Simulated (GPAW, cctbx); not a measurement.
## BeSb2: deformation density and structure factors from DFT

Question: by how much does bonding change the X-ray structure factors of BeSb2, how firmly does DFT give the change, and what does a routine refinement make of it?

The cell comes from substitution in a known structure type and wasn't matched to any measured phase. All numbers below are calculated.

## 1. Find the equilibrium geometry

The density hangs on the geometry, so cell and atoms are relaxed first, with the symmetry held. The cutoff is set higher than for the density because stress converges slowly with plane waves.

Settings: GPAW 26.7.0, PBE, 570 eV, 6×4×3 k-points (along the axes of the calculation cell), Fermi–Dirac width 0.1 eV, BFGS to 0.03 eV/Å.

```text
cell
1.0
     0.000000000    0.000000000    3.122000000
     5.689000000    0.000000000    0.000000000
     0.000000000    6.475000000    0.000000000
Sb Be
4 2
Direct
0.500000000 0.311400000 0.140100000
0.500000000 0.688600000 0.859900000
0.000000000 0.811400000 0.359900000
0.000000000 0.188600000 0.640100000
0.500000000 0.500000000 0.500000000
0.000000000 0.000000000 0.000000000
```

```console
$ OMP_NUM_THREADS=1 mpirun -n 4 gpaw python run.py > gpaw.log
```

```text
BFGS:    0      -23.214821        1.550354
BFGS:    1      -23.291285        1.414122
BFGS:    2      -23.622436        0.592925
BFGS:    3      -23.686607        0.179653
...
BFGS:   10      -23.702100        0.041078
BFGS:   11      -23.702345        0.039433
BFGS:   12      -23.702531        0.029181
cell  3.2884 5.9009 6.6820  90.00 90.00 90.00
volume 129.660 A^3, largest force 0.006 eV/A, largest stress 0.22 GPa
```

The cell moved far, while the k-mesh and basis were chosen for the start, so the final shape may be somewhat biased.

After 12 steps the volume has changed by +12.7 % and the energy by -0.488 eV; the largest stress left is 0.22 GPa. It took 4.2 min on 4 cores of Arm Neoverse V1 (shared host), peak memory 1.1 GiB.

Relaxed structure: Pnnm (no. 58), a = 5.9009 Å, b = 6.6820 Å, c = 3.2884 Å, α = 90.00°, β = 90.00°, γ = 90.00°.

| atom | mult. | x | y | z |
| --- | --- | --- | --- | --- |
| Sb1 | 4 | 0.3183 | 0.1447 | 1/2 |
| Be1 | 2 | 1/2 | 1/2 | 1/2 |

## 2. The all-electron density

X-rays see the whole electron density, so the PAW density is rebuilt with its core regions. Subtracting spherical free atoms from the same code cancels the cores and leaves the deformation density Δρ, the part due to bonding.

Settings: PBE, 450 eV, 7×4×4 k-points (along the axes of the calculation cell), Fermi–Dirac width 0.1 eV; primitive cell of 6 atoms.

```console
$ OMP_NUM_THREADS=1 mpirun -n 4 gpaw python run.py > gpaw.log
```

```text
|iter:   1|       0s |  -23.669878 | +0.51 |       |
|iter:   2|       2s |  -23.664671 | -1.47 | -1.48 |
|iter:   3|       4s |  -23.547374 | -1.46 | -1.51 |
...
|iter:   9|      18s |  -23.430910c| -6.12 | -4.20c|
|iter:  10|      20s |  -23.430910c| -7.14 | -4.60c|
|iter:  11|      22s |  -23.430910c| -7.89c| -5.29c|
```

```text
grid (36, 60, 70)  electrons 212.000  moved by bonding 0.821 e
deformation density beyond 0.5 A of the nuclei: max 0.083, min -0.039 e/A^3
atom        x       y       z   Voronoi charge  moment
Sb1    0.5000  0.3183  0.1447      0.064       0.00
Sb2    0.5000  0.6817  0.8553      0.064       0.00
Sb3    0.0000  0.8183  0.3553      0.064       0.00
Sb4    0.0000  0.1817  0.6447      0.064       0.00
Be5    0.5000  0.5000  0.5000     -0.128       0.00
Be6    0.0000  0.0000  0.0000     -0.128       0.00
mean inner potential of superposed free atoms 18.412 V
total magnetic moment 0.000 muB
```

Deformation density in a plane through the shortest contact of the Sb atom at the origin, in 0.01 e/Å³ (clipped at ±99); x from -1.6 to 4.2 Å, y from 2.4 down to -2.4 Å:

```text
  .   2   0   1   0  -1  -1  -1  -1  -2  -1  -2  -1  -2  -2  -2
  .   .   0   1   0  -1  -1  -1  -1  -1   0   0  -1  -1  -2  -1
  1   0   1   2   0  -1  -1  -1  -1   0   2   3   2   0  -1  -1
 -1   1   4   3   0  -2  -1   0   0   1   2   3   2   1   0   0
  0   2   3   1  -1  -2  -1   1   2   0  -1  -1  -1   0   2   1
  0   1   0  -2   .  -2   1   5   4   1   2   .   0   1   5   3
 -1  -1  -1   .   .   .   0   6   6   2   .   .   .   3   7   5
 -1  -2  -3  -2   .  -2   1   4   4   1   2   .   1   2   5   4
 -1  -1  -2  -4  -3  -3  -1   1   1   0  -1  -1  -1   0   2   1
 -1  -1  -1  -1  -2  -2  -1   0   0   1   2   3   1   0   0  -1
 -1  -1   0   0  -1  -1  -1  -1  -1   0   2   3   1   0  -1  -1
 -1  -1   0   0   0  -1  -1  -1  -2  -1   0   0  -1  -1  -1  -1
 -1  -1   0   0   0  -1  -1  -2  -2  -2  -1  -1  -2  -2  -1  -1
```

Atoms in or within 0.15 Å of the plane: Sb (0.0, 0.0), Be (2.6, 0.0) Å. Dots mark points within about 0.45 Å of a nucleus; large values next to them are atomic features.

Be gains most (-0.13 e) and Sb loses most (+0.06 e), which isn't the order of electronegativity: valence and coordination count too, and Voronoi cells cut space at the midplane whatever the atoms' sizes. Such charges fall far short of formal ones, since overlapping free atoms already put density on their neighbours. Along the shortest contact from the Sb atom at the map's origin, Sb–Be at 2.60 Å, Δρ is +0.07 e/Å³ at the midpoint: a modest build-up. At the midpoints of other shortest contacts it is +0.08 (Sb–Sb, 2.89 Å) and 0.00 (Be–Be, 3.29 Å) e/Å³. Point values carry grid noise of about 0.01 e/Å³. The run needed 11 iterations, 30 s.

## 3. Structure factors

The Fourier components of Δρ, added to those of the free atoms, give the static X-ray structure factors; the Mott–Bethe relation turns them into the Fourier components V of the potential that fast electrons feel.

```text
static structure factors of the conventional cell: F in electrons, V (Mott-Bethe) in volts
   h  k  l      d  |F| table  |F| free   |F| DFT   change   |V| free  |V| DFT  change %
   1  1  0  4.4231    41.665    41.635    41.396   -0.239     1.719    1.884      9.6
   0  2  0  3.3410    38.357    38.334    38.104   -0.230     1.481    1.572      6.1
   0  1  1  2.9505   100.646   100.653   100.499   -0.154     5.122    5.169      0.9
   2  0  0  2.9505   107.451   107.462   107.326   -0.136     5.521    5.562      0.8
   1  2  0  2.9073   150.450   150.508   150.530    0.021     8.763    8.756     -0.1
   1  0  1  2.8725    75.264    75.323    75.569    0.245     5.115    5.043     -1.4
   2  1  0  2.6990    99.937    99.971   100.015    0.043     5.620    5.609     -0.2
   1  1  1  2.6390   119.386   119.425   119.395   -0.029     6.640    6.648      0.1
   2  2  0  2.2115    29.169    29.183    29.114   -0.068     2.000    2.012      0.6
   1  2  1  2.1781    12.216    12.209    12.258    0.049     0.105    0.097     -7.8
   2  1  1  2.0863    65.852    65.861    65.684   -0.177     3.704    3.731      0.7
   1  3  0  2.0838    62.626    62.634    62.301   -0.333     3.543    3.594      1.4
   3  1  0  1.8869    91.499    91.486    91.098   -0.388     4.632    4.681      1.1
   0  3  1  1.8441   138.910   138.884   138.602   -0.283     6.725    6.759      0.5
```

The largest X-ray change is -0.39 e on 310, 0.4 % of |F|. For electrons V goes as (Z − F)/g², so a change of F counts against Z − F, which is small at low angle and wherever the atoms' terms cancel: |V| of 110 moves by +9.6 % (1.72 to 1.88 V) against -0.6 % in |F|. The last three rows still change by up to 0.39 e; the table stops while the angles are still low. The tabulated Hartree–Fock atoms differ from the free DFT atoms by up to 0.06 e, so the choice of reference atom matters too.

## 4. Which functional?

The same geometry is run with other functionals, to see whether the bonding signal is larger than the spread between approximations. Free atoms are LDA for LDA and PBE otherwise; meta-GGAs and hybrids keep PBE cores. Any other changed setting is in the row's label.

| run | ΔF 130 (e) | ΔF 101 (e) | ΔF 110 (e) | q(Be) (e) | moved (e) | time |
| --- | --- | --- | --- | --- | --- | --- |
| PBE | -0.333 | +0.245 | -0.239 | -0.128 | 0.821 | 30 s |
| LDA | -0.318 | +0.253 | -0.238 | -0.120 | 0.807 | 28 s |
| SCAN | -0.351 | +0.223 | -0.193 | -0.095 | 0.785 | 2.1 min |

At the base's settings ΔF(130) spans -0.351 to -0.318 e, a spread of 10 % of the PBE value; over the three listed reflections the spread is at most 19 %, so sign and size hold across the functionals. Times are from shared hosts.

## 5. What a spherical-atom refinement makes of it

Routine crystallography fits spherical atoms. To see the bias, intensities are simulated from tabulated atoms plus the DFT change ΔF, so that bonding alone can misfit (8086 reflections of the full sphere, merged to the counts below, to 0.4 Å, 1.5 % proportional noise plus counting noise, assumed isotropic U as listed, Δρ smeared by the mean U) and refined with cctbx over different ranges.

| range | data | R1 | GooF | U Sb1 (true 0.0081) | U Be1 (true 0.0165) | largest shift (Å) | Δρ max, min (e/Å³) |
| --- | --- | --- | --- | --- | --- | --- | --- |
| all data | 1160 | 0.0053 | 0.91 | 0.0081 | 0.0173 | 0.0000 | 0.41, -0.44 |
| low resolution, d > 0.84 | 133 | 0.0034 | 0.94 | 0.0081 | 0.0165 | 0.0001 | 0.15, -0.18 |
| high order, d < 0.75 | 973 | 0.0062 | 0.90 | 0.0081 | 0.0175 | 0.0000 | 0.35, -0.38 |
| occupancies free, d > 0.7 | 232 | 0.0038 | 0.95 | 0.0081 | 0.0180 | 0.0001 | 0.20, -0.20 |

With all data GooF is 0.91, so at this noise the bonding hardly shows; the top residual peak, near noise level, lies 1.34 Å from Sb and 1.85 Å from Be. No U is off by more than 3 s.u. at low resolution. With Sb1 held at 1 and the scale free, the other occupancies refine to Be1 1.028(0.015), within three s.u. of full.

## 6. Answer

Bonding moves 0.82 e in the primitive cell of BeSb2 and changes the structure factors of the conventional cell in the table above by at most 0.39 e (310, 0.4 %), and among reflections above 2 % of the strongest by up to 0.6 % (020). The shortest bond, Sb–Be, has Δρ = +0.07 e/Å³ at its midpoint. At the base's settings ΔF(130) spans -0.351 to -0.318 e, a spread of 10 % of the PBE value; over the three listed reflections the spread is at most 19 %, so sign and size hold across the functionals. With all data GooF is 0.91, so at this noise the bonding hardly shows. Limits: static density, frozen cores, no spin–orbit coupling.

[Outputs are excerpts: Python notices, other lines and further rows are left out; steps that failed or that the build refused (PBEsol, TPSS) are not shown.]

[Logs are printed without paths, hosts, clocks, repeated set-up lines and the standing remarks that a program may print on its own settings, such as how far it seeks lower states.]
